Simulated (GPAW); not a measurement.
# Ballistic transport through a Na chain with one Cu atom in line, from relaxation to T(E), part 2 of 2

Aim: the conductance of a Na chain with one Cu atom in line after relaxation, and whether geometry, basis or functional moves it most.

GPAW 26.7.0; GPAW LCAO, PAW setups; relaxation of the junction within the symmetry of its start, lead ends held (the session's first sound run).

So far, transmission at the Fermi level (one spin): step 3 (GPAW, dzp, PBE, GPAW) 0.569; step 4 (basis szp(dzp), PBE, GPAW) 0.582; step 5 (basis sz(dzp), PBE, GPAW) 0.596; step 6 (LDA) 0.581. Also open channels of the lead at the Fermi level (one spin): 1 in steps 3, 4, 5 and 6.

## (7) The structure as built: geometry = "as built"

Level of this step: GPAW LCAO, PAW setups; Landauer transmission from Green's functions with principal layers (ASE), zero bias (GPAW).

The dzp basis with PBE on the structure as first built shows what the relaxation was worth.

Contents of run.py:

```python
import json
import numpy as np
from ase import Atoms
from ase.transport.calculators import TransportCalculator
from gpaw import GPAW, FermiDirac
from gpaw.lcao.tools import get_lcao_hamiltonian
from scipy.linalg import eigh

# The junction with lead layers at both ends, along the third cell vector
device = Atoms(
    ['Na', 'Na', 'Na', 'Na', 'Na', 'Na', 'Na', 'Cu', 'Na', 'Na', 'Na', 'Na', 'Na', 'Na', 'Na'],
    positions=[
        [4.50000, 4.50000, 1.65000],
        [4.50000, 4.50000, 4.95000],
        [4.50000, 4.50000, 8.25000],
        [4.50000, 4.50000, 11.55000],
        [4.50000, 4.50000, 14.85000],
        [4.50000, 4.50000, 18.15000],
        [4.50000, 4.50000, 21.45000],
        [4.50000, 4.50000, 24.16270],
        [4.50000, 4.50000, 26.87540],
        [4.50000, 4.50000, 30.17540],
        [4.50000, 4.50000, 33.47540],
        [4.50000, 4.50000, 36.77540],
        [4.50000, 4.50000, 40.07540],
        [4.50000, 4.50000, 43.37540],
        [4.50000, 4.50000, 46.67540]],
    cell=[[9.0, 0.0, 0.0], [0.0, 9.0, 0.0], [0.0, 0.0, 48.3254]],
    pbc=True)

# One principal layer of the lead: the first 4 atoms of the device
lead = Atoms(
    ['Na', 'Na', 'Na', 'Na'],
    positions=[
        [4.50000, 4.50000, 1.65000],
        [4.50000, 4.50000, 4.95000],
        [4.50000, 4.50000, 8.25000],
        [4.50000, 4.50000, 11.55000]],
    cell=[[9.0, 0.0, 0.0], [0.0, 9.0, 0.0], [0.0, 0.0, 13.2]],
    pbc=True)

settings = dict(mode='lcao', basis='dzp', xc='PBE', h=0.2,
                occupations=FermiDirac(0.1), maxiter=250,
                mixer=dict(beta=0.1, nmaxold=8, weight=100.0),
                convergence=dict(density=0.0001))
energies = np.arange(-2, 2 + 1e-9, 0.025)
eta = 0.0001
n1, n2 = 1, 1
# k and -k transmit alike, so half of the mesh across the current serves
mesh = [(i, j) for i in range(n1) for j in range(n2) if (i, j) <= (-i % n1, -j % n2)]
weights = np.array([1 if (i, j) == (-i % n1, -j % n2) else 2 for i, j in mesh]) / (n1 * n2)

# [... helper functions left out ...]
fermi_lead = ground_state(lead, (1, 1, 9), 'lead.txt')
fermi_device = ground_state(device, (1, 1, 2), 'device.txt')
# [... loop over the mesh left out, but for ...]
        # Shift the lead onto the potential of the device's first layer
        shift = ((H[:, 0, 0] - H0[:, 0, 0]) / S0[0, 0]).real.mean()
# [...]
kT = 8.617333e-5 * 300
bias = [0.1, 0.2, 0.5, 1.0, 1.5, 2.0]
# [... integrals and printing left out ...]
```

Command:

```sh
> OMP_NUM_THREADS=1 OPENBLAS_NUM_THREADS=1 python run.py
```

The program printed:

```text
basis functions: device 253, principal layer 68
Fermi level: lead -2.4844 eV, device -2.5002 eV; lead shifted by -0.0004 eV
largest coupling past the next layer 4.16e-12 eV, largest misfit of the first layer 0.045 eV
  E-E_F (eV)   T (one spin)  channels
    -2.000    1.5568e-10    0.0000
    -1.975    1.5518e-10    0.0000
    -1.950    1.5463e-10    0.0000
[...]
1.975    1.2141e+00    3.0000
     2.000    1.2828e+00    3.0000
conductance at 300 K: 0.5667 G0 a cell; thermopower -1.66 uV/K
current from the zero-bias T(E) at 0.1 V: 4.3858 uA
current from the zero-bias T(E) at 0.2 V: 8.742 uA
current from the zero-bias T(E) at 0.5 V: 21.385 uA
current from the zero-bias T(E) at 1.0 V: 40.42 uA
current from the zero-bias T(E) at 1.5 V: 56.947 uA
current from the zero-bias T(E) at 2.0 V: 70.656 uA
```

The job ended after 1.8 min (1 thread of Arm Neoverse V1, shared host; peak memory 1.7 GiB).

This step gave:

| Quantity | Value |
| --- | --- |
| conductance | 0.5667 G₀ |
| thermopower | -1.660 μV/K |
| largest coupling past the next principal layer | 4.16e-12 eV |
| largest misfit of the first principal layer | 0.04524 eV |
| shift that aligns the lead | -3.97e-4 eV |
| transmission at the Fermi level (one spin) | 0.5685 |

One spin. The transmission, zone mean by energy, zero at the Fermi level:

```csv
energy (eV),"transmission, zone mean"
-2.000,1.6e-10
-1.800,1.5e-10
-1.600,1.9e-10
-1.400,1.6e-10
-1.200,1.5e-10
-1.000,1.0e-10
-0.825,0.150
-0.800,0.0833
-0.600,0.250
-0.400,0.385
-0.200,0.506
0.000,0.569
0.200,0.573
0.400,0.583
0.600,0.617
0.800,0.659
1.000,0.695
1.200,0.724
1.400,0.740
1.600,0.733
1.800,0.737
2.000,1.28
```

The conductance equals that of the dzp run to 0.2 %.

## (8) Cost and result by level

Times are for 1 thread of Arm Neoverse V1, shared host. The series side by side:

```csv
no.,run,conductance (G₀),time,memory (GiB)
1,dzp,0.5670,1.7 min,1.7
2,szp,0.5804,80 s,1.6
3,sz,0.5942,75 s,1.5
4,dzp LDA,0.5794,84 s,1.7
5,asbuilt,0.5667,1.8 min,1.7
```

## (9) The levels side by side

The curves are compared point by point over the common energies.

This step: comparison of transmission and cost over codes, levels and geometry (GPAW 26.7.0).

Ladder, by row:

```csv
step,code,T at the Fermi level (sum over the listed spins),conductance (G0),r.m.s. T(E) from the first,wall time (s),peak memory (GiB),threads
dzp,GPAW,0.5688,0.567,0,101.1,1.68,1
szp,GPAW,0.5821,0.5804,0.0853,79.76,1.61,1
sz,GPAW,0.596,0.5942,0.06057,75.35,1.53,1
dzp-LDA,GPAW,0.5813,0.5794,0.04677,83.98,1.71,1
asbuilt,GPAW,0.5685,0.5667,0.00337,110.7,1.68,1
```

The transmission, zone mean, sum over the listed spins by energy, zero at the Fermi level:

```csv
energy (eV),dzp,szp,sz,dzp-LDA,asbuilt
-2.000,1.6e-10,1.1e-10,5.5e-14,1.5e-10,1.6e-10
-1.800,1.5e-10,1.1e-10,5.7e-14,1.5e-10,1.5e-10
-1.600,1.9e-10,1.0e-10,5.3e-14,1.7e-10,1.9e-10
-1.400,1.6e-10,1.0e-10,5.2e-14,1.6e-10,1.6e-10
-1.200,1.5e-10,1.0e-10,5.3e-14,1.5e-10,1.5e-10
-1.000,1.0e-10,1.0e-10,5.9e-14,1.0e-10,1.0e-10
-0.825,0.189,0.0184,0.0303,0.112,0.150
-0.800,0.0875,0.0392,0.0548,0.485,0.0833
-0.600,0.250,0.237,0.246,0.234,0.250
-0.400,0.385,0.383,0.416,0.377,0.385
-0.200,0.507,0.515,0.542,0.507,0.506
0.000,0.569,0.582,0.596,0.581,0.569
0.200,0.573,0.593,0.592,0.595,0.573
0.400,0.583,0.611,0.595,0.611,0.583
0.600,0.618,0.653,0.625,0.650,0.617
0.800,0.660,0.700,0.662,0.696,0.659
1.000,0.696,0.738,0.694,0.736,0.695
1.200,0.724,0.767,0.718,0.766,0.724
1.400,0.739,0.785,0.733,0.784,0.740
1.600,0.732,0.786,0.731,0.781,0.733
1.800,0.742,0.851,0.835,0.742,0.737
2.000,1.29,1.74,1.57,1.18,1.28
```

## (10) Broadening 1e-06: eta = 1e-06

The broadening keeps the Green's functions finite; too large a value absorbs electrons where channels are open and leaks them where none are.

This step: GPAW LCAO, PAW setups; Landauer transmission from Green's functions with principal layers (ASE), zero bias (GPAW 26.7.0).

Edit run.py of step 7 so:

```diff
@@ -18,5 +18,5 @@
         [4.50000, 4.50000, 18.15000],
-        [4.50000, 4.50000, 21.45000],
+        [4.50000, 4.50000, 21.45072],
         [4.50000, 4.50000, 24.16270],
-        [4.50000, 4.50000, 26.87540],
+        [4.50000, 4.50000, 26.87468],
         [4.50000, 4.50000, 30.17540],
@@ -46,3 +46,3 @@
 energies = np.arange(-2, 2 + 1e-9, 0.025)
-eta = 0.0001
+eta = 1e-06
 n1, n2 = 1, 1
```

The program printed:

```text
basis functions: device 253, principal layer 68
Fermi level: lead -2.4844 eV, device -2.5001 eV; lead shifted by 0.0016 eV
largest coupling past the next layer 4.16e-12 eV, largest misfit of the first layer 0.043 eV
  E-E_F (eV)   T (one spin)  channels
    -2.000    1.5564e-14    0.0000
    -1.975    1.5513e-14    0.0000
    -1.950    1.5457e-14    0.0000
    -1.925    1.5394e-14    0.0000
    -1.900    1.5321e-14    0.0000
    -1.875    1.5237e-14    0.0000
    -1.850    1.5137e-14    0.0000
    -1.825    1.5014e-14    0.0000
    -1.800    1.4858e-14    0.0000
    -1.775    1.4652e-14    0.0000
    -1.750    1.4361e-14    0.0000
    -1.725    1.3911e-14    0.0000
    -1.700    1.3123e-14    0.0000
    -1.675    1.1742e-14    0.0000
    -1.650    1.5411e-13    0.0000
    -1.625    2.2612e-14    0.0000
[...]
1.825    7.8683e-01    3.0000
     1.850    8.3961e-01    3.0000
     1.875    9.0448e-01    3.0000
     1.900    9.7992e-01    3.0000
     1.925    1.0617e+00    3.0000
     1.950    1.1444e+00    3.0000
     1.975    1.2229e+00    3.0000
     2.000    1.2928e+00    3.0000
conductance at 300 K: 0.56843 G0 a cell; thermopower -1.635 uV/K
current from the zero-bias T(E) at 0.1 V: 4.3993 uA
current from the zero-bias T(E) at 0.2 V: 8.7693 uA
current from the zero-bias T(E) at 0.5 V: 21.456 uA
current from the zero-bias T(E) at 1.0 V: 40.554 uA
current from the zero-bias T(E) at 1.5 V: 57.127 uA
current from the zero-bias T(E) at 2.0 V: 70.886 uA
```

Run time: 1.7 min. Hardware: 1 thread; peak memory 1.7 GiB.

This step gave:

- conductance: 0.5684 G₀
- thermopower: -1.635 μV/K
- largest misfit of the first principal layer: 0.04270 eV
- shift that aligns the lead: 0.001645 eV
- transmission at the Fermi level (one spin): 0.5702

One spin. Table of transmission, zone mean by energy, zero at the Fermi level:

```csv
energy (eV),"transmission, zone mean"
-2.000,0
-1.800,0
-1.600,0
-1.400,0
-1.200,0
-1.000,0
-0.825,0.193
-0.800,0.0885
-0.600,0.251
-0.400,0.386
-0.200,0.508
0.000,0.570
0.200,0.575
0.400,0.585
0.600,0.619
0.800,0.661
1.000,0.697
1.200,0.725
1.400,0.741
1.600,0.733
1.800,0.744
2.000,1.29
```

Crossings of the lead's bands, unfolded to its shortest repeat. The open channels, zone mean by energy, zero at the Fermi level:

```csv
energy (eV),"open channels, zone mean"
-0.900,0
-0.800,1
-0.700,1
-0.600,1
-0.500,1
-0.400,1
-0.300,1
-0.200,1
-0.100,1
0.000,1
0.100,1
0.200,1
0.300,1
0.400,1
0.500,1
0.600,1
0.700,1
0.800,1
0.900,1
1.000,1
1.100,1
1.200,1
1.300,1
1.400,1
1.500,1
1.600,1
1.700,1
1.800,3
1.900,3
2.000,3
```

Not self-consistent under bias; the bias window is split evenly. The current through one cell, from the zero-bias transmission by bias:

```csv
bias (V),"current through one cell, from the zero-bias transmission (μA)"
0.100,4.40
0.200,8.77
0.500,21.5
1.000,40.6
1.500,57.1
2.000,70.9
```

The transmission of the three most open eigenchannels by energy, zero at the Fermi level:

```csv
energy (eV),channel 1,channel 2,channel 3
-1.000,0,0,0
-0.800,0.0885,0,0
-0.600,0.251,0,0
-0.400,0.386,0,0
-0.200,0.508,0,0
0.000,0.570,0,0
0.200,0.575,0,0
0.400,0.585,0,0
0.600,0.619,0,0
0.800,0.661,0,0
1.000,0.697,0,0
1.200,0.725,0,0
1.400,0.741,0,0
1.600,0.733,0,0
1.800,0.684,0.0298,0.0298
2.000,0.531,0.381,0.381
```

The conductance, 0.568 G₀, lies 0.3 % above that of the dzp run.

## (11) Summary of results

```
conductance                                        : 0.567 G₀
transmission at the Fermi level, mean of the spins : 0.569
thermopower                                        : -1.65 μV/K
open channels of the lead there                    : 1
```

In words: In the dzp basis the junction conducts 0.567 G₀ at 300 K, with T = 0.569 a spin at the Fermi level; the sz basis reaches that conductance within 10 %. Relaxation moved atoms by up to 7.2e-4 Å and took the conductance from 0.567 to 0.567 G₀, as a ratio a smaller change than the step from dzp to the minimal basis. The scatterer reflects about 43 % of the incoming channels at the Fermi level. At the Fermi level one eigenchannel carries the current (0.57). Measured against the first run (dzp), the nearest curve is that of asbuilt (r.m.s. 0.0034) and the farthest that of szp (0.085). Over the compared runs wall time goes from 75 s (sz) to 111 s (asbuilt), on a shared host. The leads kept an estimated spacing and the cell its length, so the junction may be under some tension or compression. The geometry comes from the orbital basis, which tends to overbind, and kept the symmetry of the start, so a structure of lower symmetry may lie lower. The run had no spin polarisation, so a magnetic state, which chains and small molecules with open shells often have, wasn't tested. An evenly spaced straight chain is an idealisation: free chains tend to dimerise, zigzag or, where a band edge lies near the Fermi level, turn magnetic. The currents use the zero-bias T(E) throughout, which holds only while the bias is small against the distance to the nearest feature.

[Logs are printed without paths, hosts, clocks, repeated set-up lines and the standing remarks that a program may print on its own settings, such as how far it seeks lower states.]

[Hosts, paths, dates, database ids (printed as entryN), source tags and the programs' standing remarks are cut or masked in the printed files.]
